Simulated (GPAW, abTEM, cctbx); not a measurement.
# (NaF)3(ZrC)3: the scripts behind a bonding study

Short scripts, each with its output. The cell is a (NaF)3(ZrC)3 superlattice along [001] of the rock-salt type, started at the mean lattice constant and relaxed freely, with no substrate.

## Step 1: Relax the structure

```text
cell
1.0
     3.326937405    0.000000000    0.000000000
     0.000000000    3.326937405    0.000000000
     0.000000000    0.000000000   14.115000000
Na F Zr C
3 3 3 3
Direct
0.000000000 0.000000000 0.833333333
0.500000000 0.500000000 0.000000000
0.000000000 0.000000000 0.166666667
0.500000000 0.500000000 0.833333333
0.000000000 0.000000000 0.000000000
0.500000000 0.500000000 0.166666667
0.500000000 0.500000000 0.333333333
0.000000000 0.000000000 0.500000000
0.500000000 0.500000000 0.666666667
0.000000000 0.000000000 0.333333333
0.500000000 0.500000000 0.500000000
0.000000000 0.000000000 0.666666667
```

```python
from ase.constraints import FixSymmetry
from ase.filters import FrechetCellFilter
from ase.io import read, write
from ase.optimize import BFGS
from ase.parallel import parprint
from gpaw import GPAW, PW, FermiDirac

atoms = read("start.vasp")
atoms.set_constraint(FixSymmetry(atoms))
atoms.calc = GPAW(mode=PW(900), xc="PBE", kpts={"size": (7, 7, 2), "gamma": True},
                 occupations=FermiDirac(0.1), maxiter=120, symmetry={"tolerance": 1e-5}, txt="relax.txt")
BFGS(FrechetCellFilter(atoms), maxstep=0.15).run(fmax=0.03, steps=50)
parprint("cell  %.4f %.4f %.4f  %.2f %.2f %.2f" % tuple(atoms.cell.cellpar()))
parprint("volume %.3f A^3, largest force %.3f eV/A, largest stress %.2f GPa" % (atoms.get_volume(), abs(atoms.get_forces()).max(), 160.218 * abs(atoms.get_stress()).max()))
atoms.set_constraint()
write("relaxed.vasp", atoms, direct=True)
```

```console
$ OMP_NUM_THREADS=1 mpirun -n 4 gpaw python run.py > gpaw.log
```

```text
      Step        Energy          fmax
BFGS:    0      -79.230007        1.067974
BFGS:    1      -79.273275        0.815617
BFGS:    2      -79.365836        0.353141
BFGS:    3      -79.373269        0.264858
BFGS:    4      -79.386957        0.232403
BFGS:    5      -79.388605        0.218469
BFGS:    6      -79.393566        0.176231
BFGS:    7      -79.399342        0.178905
BFGS:    8      -79.404477        0.137657
BFGS:    9      -79.406643        0.108207
BFGS:   10      -79.407415        0.103824
BFGS:   11      -79.408278        0.083346
BFGS:   12      -79.409613        0.107285
BFGS:   13      -79.411456        0.100063
BFGS:   14      -79.412375        0.062063
BFGS:   15      -79.413046        0.054381
BFGS:   16      -79.413589        0.047036
BFGS:   17      -79.414132        0.051464
BFGS:   18      -79.414668        0.030816
BFGS:   19      -79.414895        0.021382
cell  3.3011 3.3011 14.3804  90.00 90.00 90.00
volume 156.709 A^3, largest force 0.008 eV/A, largest stress 0.26 GPa
```

Time: 17 min on 4 cores of Arm Neoverse V2 (shared host), peak memory 2.1 GiB.

## Step 2: Build the all-electron density and subtract free atoms

```text
cell
1.0
     3.301120330    0.000000000    0.000000000
     0.000000000    3.301120330    0.000000000
     0.000000000    0.000000000   14.380407460
Zr Na F C
3 3 3 3
Direct
0.500000000 0.500000000 0.340118510
0.000000000 0.000000000 0.500000000
0.500000000 0.500000000 0.659881490
0.000000000 0.000000000 0.837868230
0.500000000 0.500000000 0.000000000
0.000000000 0.000000000 0.162131770
0.500000000 0.500000000 0.835466110
0.000000000 0.000000000 0.000000000
0.500000000 0.500000000 0.164533890
0.000000000 0.000000000 0.338048790
0.500000000 0.500000000 0.500000000
0.000000000 0.000000000 0.661951210
```

```python
import numpy as np
from ase.io import read
from ase.units import Bohr
from gpaw import GPAW, PW, FermiDirac
from gpaw.calculator import GPAW as OldGPAW
from gpaw.mpi import serial_comm, world
from scipy.special import erfc
from scipy.spatial import cKDTree

atoms = read("cell.vasp")
atoms.calc = GPAW(mode=PW(550), xc="PBE", kpts={"size": (8, 8, 2), "gamma": True},
                 occupations=FermiDirac(0.1), maxiter=120, symmetry={"tolerance": 1e-5}, txt="scf.txt")
atoms.get_potential_energy()
rho = atoms.calc.get_all_electron_density(gridrefinement=2)
moments = atoms.get_magnetic_moments() if atoms.calc.get_number_of_spins() == 2 else np.zeros(len(atoms))
total = atoms.get_magnetic_moment() if moments.any() else 0.0
if world.rank == 0:
    free = OldGPAW(mode=PW(550), xc="PBE", txt=None, communicator=serial_comm)
    neutral = atoms.copy()
    neutral.set_initial_magnetic_moments(None)
    free.initialize(neutral)
    free.set_positions(neutral)
    drho = rho - free.get_all_electron_density(gridrefinement=2)
    # GPAW starts from confined atoms: exchange their smooth part for that of the datasets' free atoms
    h = np.stack(np.meshgrid(*[np.fft.fftfreq(n, 1 / n) for n in drho.shape], indexing="ij"), -1)
    gabs = np.linalg.norm(h @ atoms.cell.reciprocal(), axis=-1)
    tails = np.fft.fftn(free.get_pseudo_density(gridrefinement=2))
    g, form, v0 = np.linspace(0, gabs.max(), 1500), {}, 0
    for e in set(atoms.symbols):
        idx = atoms.symbols.search(e)
        d = free.setups[idx[0]].data
        r, w = d.rgd.r_g * Bohr, d.rgd.r_g**2 * d.rgd.dr_g
        j0 = np.sinc(2 * g[:, None] * r)
        smooth = sum(f * p**2 for f, p in zip(d.f_j, d.phit_jg)) + np.sqrt(4 * np.pi) * d.nct_g
        full = sum(f * p**2 for f, p in zip(d.f_j, d.phi_jg)) + np.sqrt(4 * np.pi) * d.nc_g
        phase = sum(np.exp(-2j * np.pi * h @ s) for s in atoms.get_scaled_positions()[idx])
        tails -= np.interp(gabs, g, j0 @ (smooth * w)) * phase * drho.size / atoms.get_volume()
        form[e] = j0 @ (full * w)
        v0 += 2 * np.pi / 3 * 14.3996 * (full * w * r**2).sum() * len(idx)  # V A^3
    tails *= 0.5 * erfc((gabs - 1.8) / 0.25)  # the tails differ at long wavelengths alone
    drho += np.fft.ifftn(tails).real  # crystal minus superposed spherical free atoms
    np.save("drho.npy", drho)
    dv = atoms.get_volume() / drho.size
    print("grid", drho.shape, " electrons %.3f" % (rho.sum() * dv), " moved by bonding %.3f e" % (abs(drho).sum() * dv / 2))
    pts = np.indices(drho.shape).reshape(3, -1).T / drho.shape @ atoms.cell
    shifts = (np.indices((3, 3, 3)).reshape(3, -1).T - 1) @ atoms.cell
    images = (atoms.positions[None] + shifts[:, None]).reshape(-1, 3)
    dist, idx = cKDTree(images).query(pts, k=4)
    out = drho.ravel()[dist[:, 0] > 0.5]
    print("deformation density beyond 0.5 A of the nuclei: max %.3f, min %.3f e/A^3" % (out.max(), out.min()))
    tie = dist < dist[:, :1] + 1e-4
    q = -np.bincount((idx % len(atoms))[tie], (drho.ravel()[:, None] / tie.sum(1, keepdims=True) * tie)[tie], len(atoms)) * dv
    print("atom        x       y       z   Voronoi charge  moment")
    for a, s, c, m in zip(atoms, atoms.get_scaled_positions(), q, moments):
        print("%-2s%-3d %7.4f %7.4f %7.4f %10.3f %10.2f" % (a.symbol, a.index + 1, *s, c, m))
    np.savez("free.npz", g=g, **form)
    print("mean inner potential of superposed free atoms %.3f V" % (v0 / atoms.get_volume()))
    print("total magnetic moment %.3f muB" % total)
```

```console
$ OMP_NUM_THREADS=1 mpirun -n 4 gpaw python run.py > gpaw.log
```

```text
grid (36, 36, 160)  electrons 198.000  moved by bonding 2.814 e
deformation density beyond 0.5 A of the nuclei: max 0.160, min -0.129 e/A^3
atom        x       y       z   Voronoi charge  moment
Zr1    0.5000  0.5000  0.3401      0.428       0.00
Zr2    0.0000  0.0000  0.5000      0.462       0.00
Zr3    0.5000  0.5000  0.6599      0.428       0.00
Na4    0.0000  0.0000  0.8379      0.293       0.00
Na5    0.5000  0.5000  0.0000      0.298       0.00
Na6    0.0000  0.0000  0.1621      0.293       0.00
F 7    0.5000  0.5000  0.8355     -0.192       0.00
F 8    0.0000  0.0000  0.0000     -0.300       0.00
F 9    0.5000  0.5000  0.1645     -0.192       0.00
C 10   0.0000  0.0000  0.3380     -0.519       0.00
C 11   0.5000  0.5000  0.5000     -0.481       0.00
C 12   0.0000  0.0000  0.6620     -0.519       0.00
mean inner potential of superposed free atoms 19.097 V
total magnetic moment 0.000 muB
```

Time: 50 s.

## Step 3: Fourier-transform the difference

```python
from cctbx import adptbx, crystal, miller, xray
from cctbx.eltbx import tiny_pse
import numpy as np

cs = crystal.symmetry(unit_cell=(3.3011, 3.3011, 14.3804, 90, 90, 90), space_group_symbol='Hall: -P 4 2')  # P4/mmm
atoms = [  # label, site, U (iso, or U11 U22 U33 U12 U13 U23 in A^2), occupancy
    ("Zr1", (0.5, 0.5, 0.34012), 0.0000, 1),
    ("Zr2", (0, 0, 0.5), 0.0000, 1),
    ("Na1", (0, 0, 0.83787), 0.0000, 1),
    ("Na2", (0.5, 0.5, 0), 0.0000, 1),
    ("F1", (0.5, 0.5, 0.83547), 0.0000, 1),
    ("F2", (0, 0, 0), 0.0000, 1),
    ("C1", (0, 0, 0.33805), 0.0000, 1),
    ("C2", (0.5, 0.5, 0.5), 0.0000, 1),
]
xs = xray.structure(crystal_symmetry=cs)
for label, site, u, occ in atoms:
    u = adptbx.u_cif_as_u_star(cs.unit_cell(), u) if isinstance(u, tuple) else u
    xs.add_scatterer(xray.scatterer(label, site=site, u=u, occupancy=occ))
xs.scattering_type_registry(table="wk1995")
drho = np.load("drho.npy")
T = np.array([[1, 0, 0], [0, 1, 0], [0, 0, 1]])  # conventional axes in terms of the primitive ones
dF = np.fft.ifftn(drho) * 156.70899  # electrons a conventional cell, indexed by primitive hkl
ms = miller.build_set(cs, anomalous_flag=False, d_min=0.9).sort("resolution")
iam = ms.structure_factors_from_scatterers(xs, algorithm="direct").f_calc()
p1 = xs.expand_to_p1()
z = np.array([tiny_pse.table(sc.scattering_type).atomic_number() for sc in p1.scatterers()])
x = np.array(p1.sites_frac())
free = np.load("free.npz")
print("static structure factors of the conventional cell: F in electrons, V (Mott-Bethe) in volts")
print("   h  k  l      d  |F| table  |F| free   |F| DFT   change   |V| free  |V| DFT  change %")
for h, d, table in list(zip(ms.indices(), ms.d_spacings().data(), iam.data()))[:16]:
    df = dF[tuple(np.rint(np.linalg.solve(T, h)).astype(int))]
    phase = np.exp(2j * np.pi * x @ h)
    f = sum(np.interp(1 / d, free["g"], free[sc.scattering_type]) * p for sc, p in zip(p1.scatterers(), phase))
    fz = (z * phase).sum()
    c = 14.3996 * d * d / (np.pi * cs.unit_cell().volume())
    v0, v1 = abs(fz - f) * c, abs(fz - f - df) * c
    print("%4d%3d%3d %7.4f %9.3f %9.3f %9.3f %8.3f %9.3f %8.3f %8s" % (h + (d, abs(table), abs(f), abs(f + df), abs(f + df) - abs(f), v0, v1, "%.1f" % (100 * (v1 / v0 - 1)) if v0 > 0.02 else "-")))
```

```console
$ python run.py
```

```text
static structure factors of the conventional cell: F in electrons, V (Mott-Bethe) in volts
   h  k  l      d  |F| table  |F| free   |F| DFT   change   |V| free  |V| DFT  change %
   0  0  1 14.3804    53.648    53.691    53.859    0.168     4.743    3.726    -21.4
   0  0  2  7.1902     7.752     7.754     7.824    0.070     0.672    0.566    -15.7
   0  0  3  4.7935    22.692    22.734    23.043    0.309     1.788    1.580    -11.6
   0  0  4  3.5951    12.926    12.929    13.196    0.268     0.891    0.790    -11.4
   1  0  0  3.3011    27.908    27.902    27.653   -0.249     1.306    1.386      6.1
   1  0  1  3.2174     2.491     2.493     2.500    0.007     0.136    0.134     -1.5
   1  0  2  3.0000    50.705    50.667    50.390   -0.276     2.262    2.335      3.2
   0  0  5  2.8761    30.658    30.773    30.838    0.064     1.922    1.907     -0.8
   1  0  3  2.7188    89.135    89.163    87.290   -1.873     3.927    4.332     10.3
   1  0  4  2.4315    59.004    58.910    58.817   -0.093     2.388    2.404      0.7
   0  0  6  2.3967   145.192   144.881   146.468    1.586     8.392    8.125     -3.2
   1  1  0  2.3342   146.106   145.785   146.907    1.122     8.321    8.143     -2.1
   1  1  1  2.3041    40.705    40.814    40.629   -0.186     2.121    2.150      1.4
   1  1  2  2.2202     6.004     5.994     6.131    0.138     0.318    0.298     -6.2
   1  0  5  2.1685    12.127    12.106    11.912   -0.194     0.497    0.523      5.4
   1  1  3  2.0986    18.466    18.521    18.335   -0.186     0.885    0.909      2.7
```

Time: 0.29 s on 1 core of Arm Neoverse V2 (shared host), peak memory 0.08 GiB.

## Step 4: Propagate a plane wave with and without the bonding term

```python
import abtem
import numpy as np
from ase.build import make_supercell
from ase.io import read

abtem.config.set({"dask.lazy": False, "fft": "fftw", "diagnostics.progress_bar": False})
M = [[0, 1, 0], [0, 0, 1], [1, 0, 0]]  # rows: x, y and beam direction in the primitive cell's axes
unit = make_supercell(read("cell.vasp"), M)
unit.set_cell(list(unit.cell.lengths()) + [90, 90, 90], scale_atoms=True)
unit.positions[:, 2] += 0.8253  # keeps atomic planes off the slice boundaries
unit.wrap()
slab = unit * (2, 2, 180)
print(slab.get_chemical_formula(), "| box %.2f x %.2f x %.2f A" % tuple(slab.cell.lengths()))

# change of the potential by bonding, from the DFT deformation density (Poisson's equation term by term)
drho = np.load("drho.npy")
prim = read("cell.vasp")
h = np.stack(np.meshgrid(*[np.fft.fftfreq(n, 1 / n) for n in drho.shape], indexing="ij"), -1).reshape(-1, 3).astype(int)
g2 = ((h @ prim.cell.reciprocal()) ** 2).sum(1)
keep = (g2 > 0) & (g2 < 2.5**2)
shape = (95, 411, 20)
vg = np.zeros(shape, complex)
hm = h[keep] @ np.array(M).T
move = np.exp(-2j * np.pi * hm[:, 2] * (0.8253 / unit.cell[2, 2] - 0.5 / shape[2]))  # the same shift, sampled at mid-points
vg[tuple(hm.T % np.array(shape)[:, None])] = -14.3996 / np.pi * (np.fft.fftn(drho).ravel() / drho.size)[keep] / g2[keep] * move
dV = np.fft.ifftn(vg).real * vg.size
dV = dV.reshape(95, 411, 2, 10).mean(3) * unit.cell[2, 2] / 2  # V A, projected in each slice
dV = np.tile(dV.transpose(2, 0, 1), (180, 2, 2))


def build(atoms):
    p = abtem.Potential(atoms, gpts=(190, 822), slice_thickness=[slab.cell[2, 2] / 360] * 360,
                        parametrization="lobato", projection="infinite", exit_planes=30).build()
    p.array[:] += BONDING * dV
    return p


sigmas = {'Zr': 0.086, 'Na': 0.106, 'F': 0.109, 'C': 0.113}  # r.m.s. displacement along each axis, A
u = np.array([sigmas[s] for s in slab.symbols])[:, None]
rng = np.random.default_rng(548)


def potentials():
    for _ in range(3):  # frozen phonons, one configuration at a time
        atoms = slab.copy()
        atoms.positions += u * rng.standard_normal((len(atoms), 3))
        atoms.wrap()
        yield build(atoms)


for label, BONDING in (("IAM", 0.0), ("DFT", 1.0)):
    print("=====", label)
    rng = np.random.default_rng(548)  # the same displacements for both
    potential = build(slab)
    print("grid", potential.gpts, "slices", potential.num_slices)
    thickness = potential.exit_thicknesses
    wave = abtem.PlaneWave(energy=200000)
    dp = np.mean([wave.multislice(p).diffraction_patterns(max_angle="valid").array for p in potentials()], axis=0)
    hkl = [(0, 0, 0), (0, 0, 1), (0, 0, 2), (0, 0, 3), (0, 1, 0), (0, 1, 1), (0, 1, 2)]
    nx, ny = dp.shape[-2:]
    print("intensity of each beam, fraction of the incident wave")
    print("  t (A)" + "".join("%9s" % " ".join(map(str, h)) for h in hkl) + "  diffuse    total")
    grid = np.zeros((nx, ny), bool)
    grid[nx // 2 % 2::2, ny // 2 % 2::2] = True
    for t, a in list(zip(thickness, dp))[1:]:
        idx = [np.rint(np.array(M) @ np.linalg.solve([[1, 0, 0], [0, 1, 0], [0, 0, 1]], h)).astype(int) for h in hkl]
        print("%7.1f" % t + "".join("%9.5f" % a[nx // 2 + i[0] * 2, ny // 2 + i[1] * 2] for i in idx) + "%9.4f%9.4f" % (a[~grid].sum(), a.sum()))
```

```console
$ python run.py
```

```text
C2160F2160Na2160Zr2160 | box 6.60 x 28.76 x 594.20 A
===== IAM
grid (190, 822) slices 360
intensity of each beam, fraction of the incident wave
  t (A)    0 0 0    0 0 1    0 0 2    0 0 3    0 1 0    0 1 1    0 1 2  diffuse    total
   49.5  0.73275  0.00268  0.00021  0.00019  0.00047  0.00001  0.00160   0.0359   0.9982
   99.0  0.55568  0.00638  0.00091  0.00002  0.00024  0.00001  0.00114   0.0596   0.9972
  148.6  0.33839  0.00382  0.00141  0.00050  0.00221  0.00006  0.00753   0.0932   0.9956
  198.1  0.24655  0.00300  0.00201  0.00076  0.00511  0.00011  0.01375   0.1179   0.9947
  247.6  0.25969  0.00281  0.00189  0.00086  0.00994  0.00024  0.02358   0.1409   0.9938
  297.1  0.31271  0.00521  0.00161  0.00063  0.01272  0.00057  0.02748   0.1586   0.9931
  346.6  0.35563  0.01224  0.00093  0.00036  0.01149  0.00117  0.02730   0.1721   0.9925
  396.1  0.33229  0.02270  0.00022  0.00016  0.00840  0.00183  0.02283   0.1844   0.9919
  445.7  0.25916  0.03031  0.00007  0.00020  0.00476  0.00187  0.01760   0.1997   0.9911
  495.2  0.19926  0.03025  0.00042  0.00045  0.00411  0.00136  0.01254   0.2205   0.9901
  544.7  0.19974  0.02683  0.00162  0.00137  0.00288  0.00076  0.00928   0.2416   0.9889
  594.2  0.23970  0.02037  0.00313  0.00146  0.00249  0.00013  0.00882   0.2595   0.9879
===== DFT
grid (190, 822) slices 360
intensity of each beam, fraction of the incident wave
  t (A)    0 0 0    0 0 1    0 0 2    0 0 3    0 1 0    0 1 1    0 1 2  diffuse    total
   49.5  0.74303  0.00139  0.00014  0.00019  0.00040  0.00001  0.00146   0.0360   0.9982
   99.0  0.58798  0.00137  0.00056  0.00011  0.00012  0.00001  0.00081   0.0595   0.9971
  148.6  0.37756  0.00583  0.00083  0.00169  0.00163  0.00005  0.00616   0.0937   0.9956
  198.1  0.26325  0.01426  0.00114  0.00277  0.00383  0.00008  0.01120   0.1188   0.9946
  247.6  0.23790  0.02726  0.00110  0.00393  0.00741  0.00006  0.01916   0.1428   0.9936
  297.1  0.25909  0.03139  0.00111  0.00399  0.00905  0.00014  0.02110   0.1615   0.9928
  346.6  0.29884  0.02695  0.00096  0.00428  0.00727  0.00041  0.01939   0.1765   0.9922
  396.1  0.30085  0.01480  0.00065  0.00417  0.00432  0.00092  0.01413   0.1893   0.9916
  445.7  0.25049  0.00712  0.00042  0.00383  0.00156  0.00139  0.00799   0.2037   0.9909
  495.2  0.17128  0.01460  0.00065  0.00459  0.00071  0.00183  0.00325   0.2239   0.9899
  544.7  0.11298  0.03532  0.00055  0.00739  0.00026  0.00168  0.00169   0.2452   0.9888
  594.2  0.08022  0.06589  0.00042  0.01107  0.00015  0.00094  0.00357   0.2661   0.9876
```

Time: 3 min.

[Outputs are excerpts: Python notices, other lines and further rows are left out; steps that failed or that the build refused (PBEsol, TPSS) are not shown.]

[Logs are printed without paths, hosts, clocks, repeated set-up lines and the standing remarks that a program may print on its own settings, such as how far it seeks lower states.]
